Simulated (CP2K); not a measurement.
The C K edge of 2-isocyanopyridine was computed by TDDFT (CP2K XAS_TDP, aug-cc-pVDZ, TDA) at these levels: PBE0, PBEh(45%) and PBEh(45%) + GW2X. The first three lines of C1 (bonded to N) with a strength over 0.0015, energy in eV and strength:

```tsv
run	first	second	third
1	288.46 (0.064)	288.92 (0.070)	293.33 (0.005)
2	281.27 (0.065)	281.73 (0.072)	286.14 (0.005)
3	275.91 (0.044)	276.76 (0.059)	279.01 (0.011)
```

Q: Which run is which?

Run 1: PBEh(45%) + GW2X (45 % exact exchange). Run 2: PBEh(45%) (45 % exact exchange). Run 3: PBE0 (25 % exact exchange). Self-interaction lifts the core level, so the uncorrected lines rise with the share of exact exchange. The GW2X run keeps the spacings of its parent: 0.46 eV between the first two lines in run 1, 0.46 eV in run 2. Its shift is +7.19 eV, since the Kohn–Sham level at this share of exchange lies that far above the quasiparticle level.

[Banner, clock and machine lines of the logs are left out without a mark of their own.]

[Logs are printed without paths, hosts, clocks, repeated set-up lines and the standing remarks that a program may print on its own settings, such as how far it seeks lower states.]

[Hosts, paths, dates, database ids (printed as entryN), source tags and the programs' standing remarks are cut or masked in the printed files.]
